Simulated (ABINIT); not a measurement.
# Quasiparticle gap of Al2O3 (Corundum) in ABINIT, part 2 of 2

Aim: the G0W0 gap of Al2O3 (Corundum) on PBE, step by step.

ABINIT 10.8.3; PBE and many-body steps on it, plane waves. Known limits of the many-body steps: not at the basis limit.

So far. Step 2 (Ground state): The gap is direct, at Γ. Step 3 (Empty states on the mesh, 4×4×4 mesh, 137 bands): On this mesh the gap is 6.266 eV.

### Step 4. Screening, 4×4×4 mesh, 125 bands, screening to 130.6 eV

The RPA dielectric matrix is built and inverted for each q.

This step: RPA screening on PBE, plane waves, norm-conserving pseudopotentials.

run.abi

```
acell 3*1.0 Angstrom
rprim 
  2.380249999995 1.374237978213 4.331866666707
  -2.380249999995 1.374237978213 4.331866666707
  -0.000000000000 -2.748475956495 4.331866666685
ntypat 2
znucl 13 8
natom 10
typat 1 1 1 1 2 2 2 2 2 2
xred 
  0.352160000000 0.352160000000 0.352160000000
  0.147840000000 0.147840000000 0.147840000000
  0.647840000000 0.647840000000 0.647840000000
  0.852160000000 0.852160000000 0.852160000000
  0.556680000000 0.943320000000 0.250000000000
  0.250000000000 0.556680000000 0.943320000000
  0.943320000000 0.250000000000 0.556680000000
  0.443320000000 0.056680000000 0.750000000000
  0.750000000000 0.443320000000 0.056680000000
  0.056680000000 0.750000000000 0.443320000000
pp_dirpath "pseudos"
pseudos "Al.upf, O.upf"
ecut 36
ngkpt 4 4 4
nshiftk 1
shiftk 0 0 0
kptopt 1
chksymbreak 0
istwfk *1
occopt 1
irdwfk 1
optdriver 3
nband 125
ecuteps 4.8
inclvkb 2
awtr 1
symchi 1
indata_prefix "in"
outdata_prefix "out"
tmpdata_prefix "tmp"
```

On the command line:

```console
$ OMP_NUM_THREADS=1 mpirun -n 4 abinit run.abi > log
```

Numbers of over 12 decimals in the logs are rounded to 6 here.

The program printed:

```text
.Version 10.8.3 of ABINIT. v10.8.2 released Aug 2026.

 Symmetries : space group R-3 c (#167); Bravais hR (rhombohedral)
[... echo of the input left out ...]
== DATASET  1 ==================================================================
-   mpi_nproc: 4, omp_nthreads: 1 (-1 if OMP is not activated)

--- !DatasetInfo
iteration_state: {dtset: 1, }
dimensions: {natom: 10, nkpt: 13, mband: 125, nsppol: 1, nspinor: 1, nspden: 1, mpw: 5940, }
cutoff_energies: {ecut:  36.0, pawecutdg:  -1.0, }
electrons: {nelect:   4.80000000E+01, charge:   0.00000000E+00, occopt:   1.00000000E+00, tsmear:   1.00000000E-02, }

 SCREENING: Calculation of the susceptibility and dielectric matrices

 Based on a program developped by R.W. Godby, V. Olevano, G. Onida, and L. Reining.
 Incorporated in ABINIT by V. Olevano, G.-M. Rignanese, and M. Torrent.
.Using double precision arithmetic ; gwpc =  8

[... cell and pseudopotentials left out ...]
--------------------------------------------------------------------------------

 ==== K-mesh for the wavefunctions ====
 Number of points in the irreducible wedge :    13
[... list of points left out ...]
 Together with 12 symmetry operations and time-reversal symmetry
 yields    64 points in the full Brillouin Zone.

 ==== Q-mesh for the screening function ====
 Number of points in the irreducible wedge :    13
[... list of points left out ...]
 Together with 12 symmetry operations and time-reversal symmetry
 yields    64 points in the full Brillouin Zone.

 setmesh: FFT mesh size selected  =    36x   36x   36
          total number of points  =        46656

 vcoul_init : cutoff-mode = AUXILIARY_FUNCTION
 q-points for optical limit:   1
     1)      0.000010    0.000020    0.000030

- screening: taking advantage of time-reversal symmetry
- Maximum band index for partially occupied states nbvw = 24
- Remaining bands to be divided among processors   nbcw = 101
- Number of bands treated by each node ~25

 Number of electrons calculated from density =   48.0000; Expected =   48.0000
 average of density, n =  0.083663
 r_s =    1.4184
 omega_plasma =   27.9012 [eV]

 calculating chi0 at frequencies [eV] :
  1    0.000000E+00    0.000000E+00
  2    0.000000E+00    2.790117E+01

--------------------------------------------------------------------------------
  q-point number  1        q = ( 0.000000, 0.000000, 0.000000) [r.l.u.]
--------------------------------------------------------------------------------
[... chi0 elements left out ...]
 For q-point:  0.000010 0.000020 0.000030
  dielectric constant =   3.0318
  dielectric constant without local fields =   3.2459

  Average fulfillment of the sum rule on Im[epsilon] for q-point    1 :     55.99  [%]
[... wings left out ...]
  q-point number  2        q = ( 0.250000, 0.000000, 0.000000) [r.l.u.]
--------------------------------------------------------------------------------
[... chi0 elements left out ...]
  Average fulfillment of the sum rule on Im[epsilon] for q-point    2 :     67.17  [%]

 [... 11 further q-points ...]
```

Run time: 4.5 min. Hardware: 4 MPI ranks of Arm Neoverse V2, shared host; peak memory 2.6 GiB; 18 min of CPU time.

Numbers from this step:

* ε∞ with local fields, on this mesh, along the program's q direction: 3.032
* the same without local fields: 3.246
* plasma frequency: 27.90 eV
* plane waves in the screening matrix: 297

Local fields lower ε∞ by 7 %.

### Step 5. Self-energy, 4×4×4 mesh, 125 bands, screening to 130.6 eV

The self-energy is evaluated for the states that the input lists, and the levels follow from it, in one-shot runs by the linearised quasiparticle equation.

This step: G0W0 on PBE, plane waves, norm-conserving pseudopotentials.

run.abi: that of step 4 with these lines changed.

```diff
@@ -31,8 +31,15 @@
 irdwfk 1
-optdriver 3
+optdriver 4
 nband 125
+gwcalctyp 0
+ecutsigx 36
+symsigma 1
+nkptgw 1
+kptgw 
+  0.0000000000 0.0000000000 0.0000000000
+bdgw 
+  22 26
 ecuteps 4.8
-inclvkb 2
-awtr 1
-symchi 1
+irdscr 1
+ppmodel 1
 indata_prefix "in"
```

The program printed:

```text
.Version 10.8.3 of ABINIT. v10.8.2 released Aug 2026.

 Symmetries : space group R-3 c (#167); Bravais hR (rhombohedral)
[... echo of the input left out ...]
== DATASET  1 ==================================================================
-   mpi_nproc: 4, omp_nthreads: 1 (-1 if OMP is not activated)

--- !DatasetInfo
iteration_state: {dtset: 1, }
dimensions: {natom: 10, nkpt: 13, mband: 125, nsppol: 1, nspinor: 1, nspden: 1, mpw: 5940, }
cutoff_energies: {ecut:  36.0, pawecutdg:  -1.0, }
electrons: {nelect:   4.80000000E+01, charge:   0.00000000E+00, occopt:   1.00000000E+00, tsmear:   1.00000000E-02, }

 SIGMA: Calculation of the GW corrections

 Based on a program developped by R.W. Godby, V. Olevano, G. Onida, and L. Reining.
 Incorporated in ABINIT by V. Olevano, G.-M. Rignanese, and M. Torrent.
.Using double precision arithmetic ; gwpc =  8

[... cell and pseudopotentials left out ...]
--------------------------------------------------------------------------------

 ==== K-mesh for the wavefunctions ====
 Number of points in the irreducible wedge :    13
[... list of points left out ...]
 Together with 12 symmetry operations and time-reversal symmetry
 yields    64 points in the full Brillouin Zone.

 ==== Q-mesh for screening function ====
 Number of points in the irreducible wedge :    13
[... list of points left out ...]
 Together with 12 symmetry operations and time-reversal symmetry
 yields    64 points in the full Brillouin Zone.

 vcoul_init : cutoff-mode = AUXILIARY_FUNCTION
 q-points for optical limit:   1
     1)      0.000010    0.000020    0.000030
 setmesh: FFT mesh size selected  =    54x   54x   54
          total number of points  =       157464

 Number of electrons calculated from density =   48.0000; Expected =   48.0000
 average of density, n =  0.083663
 r_s =    1.4184
 omega_plasma =   27.9012 [eV]

 === KS Band Gaps ===
  >>>> For spin  1
   Minimum direct gap =   6.2663 [eV], located at k-point      :   0.0000  0.0000  0.0000
   Fundamental gap    =   6.2663 [eV], Top of valence bands at :   0.0000  0.0000  0.0000
                                       Bottom of conduction at :   0.0000  0.0000  0.0000
 SIGMA fundamental parameters:
 PLASMON POLE MODEL  1
 number of plane-waves for SigmaX                 5879
 number of plane-waves for SigmaC and W            297
 number of plane-waves for wavefunctions          5879
 number of bands                                   125
 number of independent spin polarizations            1
 number of spinorial components                      1
 number of k-points in IBZ                          13
 number of q-points in IBZ                          13
 number of symmetry operations                      12
 number of k-points in BZ                           64
 number of q-points in BZ                           64
 number of frequencies for dSigma/dE                 9
 frequency step for dSigma/dE [eV]                0.25
 number of omega for Sigma on real axis              0
 max omega for Sigma on real axis  [eV]           0.00
 zcut for avoiding poles [eV]                     0.10

 EPSILON^-1 parameters (SCR file):
 dimension of the eps^-1 matrix on file            297
 dimension of the eps^-1 matrix used               297
 number of plane-waves for wavefunctions          5879
 number of bands                                   125
 number of q-points in IBZ                          13
 number of frequencies                               2
 number of real frequencies                          1
 number of imag frequencies                          1

 matrix elements of self-energy operator (all in [eV])

 Perturbative Calculation

--- !SelfEnergy_ee
iteration_state: {dtset: 1, }
kpoint     : [   0.000,    0.000,    0.000, ]
spin       : 1
KS_gap     :    6.266
QP_gap     :    8.449
Delta_QP_KS:    2.183
data: !SigmaeeData |
     Band     E0 <VxcDFT>   SigX SigC(E0)      Z dSigC/dE  Sig(E)    E-E0       E
       22   5.137 -20.467 -25.963   4.423   0.818  -0.222 -21.345  -0.878   4.259
       23   5.137 -20.467 -25.963   4.423   0.818  -0.222 -21.345  -0.878   4.259
       24   5.182 -20.398 -25.833   4.369   0.819  -0.221 -21.271  -0.873   4.308
       25  11.448 -13.779  -8.892  -3.354   0.855  -0.170 -12.469   1.310  12.758
       26  14.369 -11.423  -6.101  -3.769   0.862  -0.160 -10.085   1.339  15.708

== END DATASET(S) ==============================================================
================================================================================

 -outvars: echo values of variables after computation  --------
           etotal      0.0000000000E+00
            nband         125
             nkpt          13
          spgroup         167
 [... the other variables as echoed above ...]

 Calculation completed.
```

The job ended after 11 s (4 MPI ranks; peak memory 1.7 GiB; 43 s of CPU time).

This step gave:

```yaml
g0w0_gap_on_the_points_computed: 8.45 eV
starting_gap_on_the_mesh: 6.266 eV
k_of_the_valence_top: 0, 0, 0
k_of_the_conduction_bottom: 0, 0, 0
z_at_the_valence_top: 0.819
z_at_the_conduction_bottom: 0.855
least_direct_g0w0_gap_on_the_computed_points: 8.45 eV
```

The gap on the mesh goes from 6.27 eV to 8.45 eV, a correction of +2.18 eV.

Limits: finite bands, cutoff and mesh. v1 is the top filled band, c1 the lowest empty one. The levels before and after the correction (eV, zero at the valence-band top of each column):

|  | conduction bottom | valence top |
| --- | --- | --- |
| Kohn-Sham | 6.27 | 0.00 |
| G0W0 | 8.45 | 0.00 |

|  | level | energy (eV) |
| --- | --- | --- |
| Kohn-Sham | Γ v3-v2 | -0.045 |
| Kohn-Sham | Γ v1 | 0.000 |
| Kohn-Sham | Γ c1 | 6.266 |
| Kohn-Sham | Γ c2 | 9.188 |
| G0W0 | Γ v3-v2 | -0.049 |
| G0W0 | Γ v1 | 0.000 |
| G0W0 | Γ c1 | 8.450 |
| G0W0 | Γ c2 | 11.400 |

### Step 6. Where the time went

Times are wall times on 4 MPI ranks of Arm Neoverse V2, shared host, good to a factor of about two.

| step | time | share | memory (GiB) |
| --- | --- | --- | --- |
| ground state | 77 s | 16 % | 0.51 |
| empty states on the mesh | 1.9 min | 24 % | 0.48 |
| screening | 4.5 min | 57 % | 2.6 |
| self-energy | 11 s | 2 % | 1.7 |

### Step 7. Summary of results

```json
{
  "PBE gap": "6.27 eV, direct",
  "G0W0 gap on the mesh": "8.45 eV",
  "GW settings": "4×4×4 mesh, 125 bands, screening to 130.6 eV, Godby-Needs plasmon pole",
  "known limits": "not at the basis limit"
}
```

In words: G0W0 moves the gap on the mesh from 6.27 eV to 8.45 eV (+2.18 eV), with Z of 0.82 and 0.85 at the edges. Local fields lower the RPA ε∞ on this mesh from 3.25 to 3.03. Only 1 of the mesh's irreducible points was corrected, so a valley elsewhere could overtake. The dearest step here is «screening». Against experiment, by G0W0@PBE: the gap of 8.45 eV lies −0.25 eV from the measured 8.7 eV (optical, quoted 2018). An exciton line or allowed optical edge lies below the quasiparticle gap by the binding energy; a forbidden edge can push the onset above it. The calculation has static nuclei and no excitons; a measured gap holds zero-point and thermal motion, which mostly lowers it. Bands and cutoff are finite, so the gap is not at the basis limit. The miss can reach some tenths of an eV and take either sign; the mesh is an error of its own. In the G0W0 run levels were corrected at 1 k point alone, so a gap called «on the mesh» is the least over those, and an edge elsewhere would be missed.

[Paths, hosts, dates, memory and timing lines, banners, echoed tables and standing remarks are left out of the program output.]

[Logs are printed without paths, hosts, clocks, repeated set-up lines and the standing remarks that a program may print on its own settings, such as how far it seeks lower states.]

[Runs of the session that timed out or met a known fault of the program may be left out.]

[Hosts, paths, dates, database ids (printed as entryN), source tags and the programs' standing remarks are cut or masked in the printed files.]

[G0W0 gaps are taken among the corrected bands and points alone; a level outside them can change the order at an edge.]

[Where Ansatz stands beside ABINIT at settings called matched, ABINIT's density can come from a denser mesh and the files from another edition; pairs whose starting gaps differed by over 0.03 eV were left out, so agreement reads better than it is.]
